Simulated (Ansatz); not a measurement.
```cif
data_sno2
_symmetry_space_group_name_H-M 'P4_2/mnm'
_symmetry_Int_Tables_number 136
_cell_length_a 4.7380
_cell_length_b 4.7380
_cell_length_c 3.1865
_cell_angle_alpha 90.000
_cell_angle_beta 90.000
_cell_angle_gamma 90.000
_cell_volume 71.53
loop_
_atom_site_label
_atom_site_type_symbol
_atom_site_symmetry_multiplicity
_atom_site_Wyckoff_symbol
_atom_site_fract_x
_atom_site_fract_y
_atom_site_fract_z
_atom_site_occupancy
Sn1 Sn 2 a 0.00000 0.00000 0.00000 1
O1 O 4 f 0.30710 0.30710 0.00000 1
_calc_subject 'Quasiparticle gap of SnO2 (Cassiterite)'
_calc_method 'G0W0 on HSE06, plane waves, PAW (and 1 further level or step)'
_calc_program 'Ansatz 0.2.0'
_calc_settings_of_one_run 'cutoff 930 eV, 4×4×6 k-mesh, {"kind": "paw", "source": "ansatz"}, empty bands 425, screening cutoff 190 eV, screening contour deformation, QP bands (v2, c2)'
_calc_cost '2 runs, 3.4 min in all on 1 × NVIDIA H100 80GB HBM3 (shared by 3 runs) with 4 threads of AMD EPYC 7R13 (Zen 3), shared host (the runs of this entry)'
_calc_notes 'In doubt: masses and optical values from hybrid runs of this build are listed as unsure (in some of the runs), which bears on the screening that GW takes from such a start. The cell and positions come from the Crystallography Open Database and are kept as given unless a step says otherwise. Limits: no spin-orbit coupling. Bands and cutoff are finite, so the gap is not at the basis limit. The miss can reach some tenths of an eV and take either sign; the mesh is an error of its own.'
_calc_hse06_gap '3.04 eV, direct'
_calc_g0w0_gap_on_the_mesh '3.85 eV, from k = Γ to k = Γ'
_calc_gw_settings '4×4×6 mesh, 425 empty bands, screening to 190 eV, hard PAW files'
_calc_known_limits 'not at the basis limit; no spin-orbit coupling'
```

[Paths, hosts, dates, memory and timing lines, banners, echoed tables and standing remarks are left out of the program output.]

[Logs are printed without paths, hosts, clocks, repeated set-up lines and the standing remarks that a program may print on its own settings, such as how far it seeks lower states.]

[Runs of the session that timed out or met a known fault of the program may be left out.]

[Cells called generated may have been cut or substituted from an entry of the Crystallography Open Database or the Materials Project.]

[Hosts, paths, dates, database ids (printed as entryN), source tags and the programs' standing remarks are cut or masked in the printed files.]
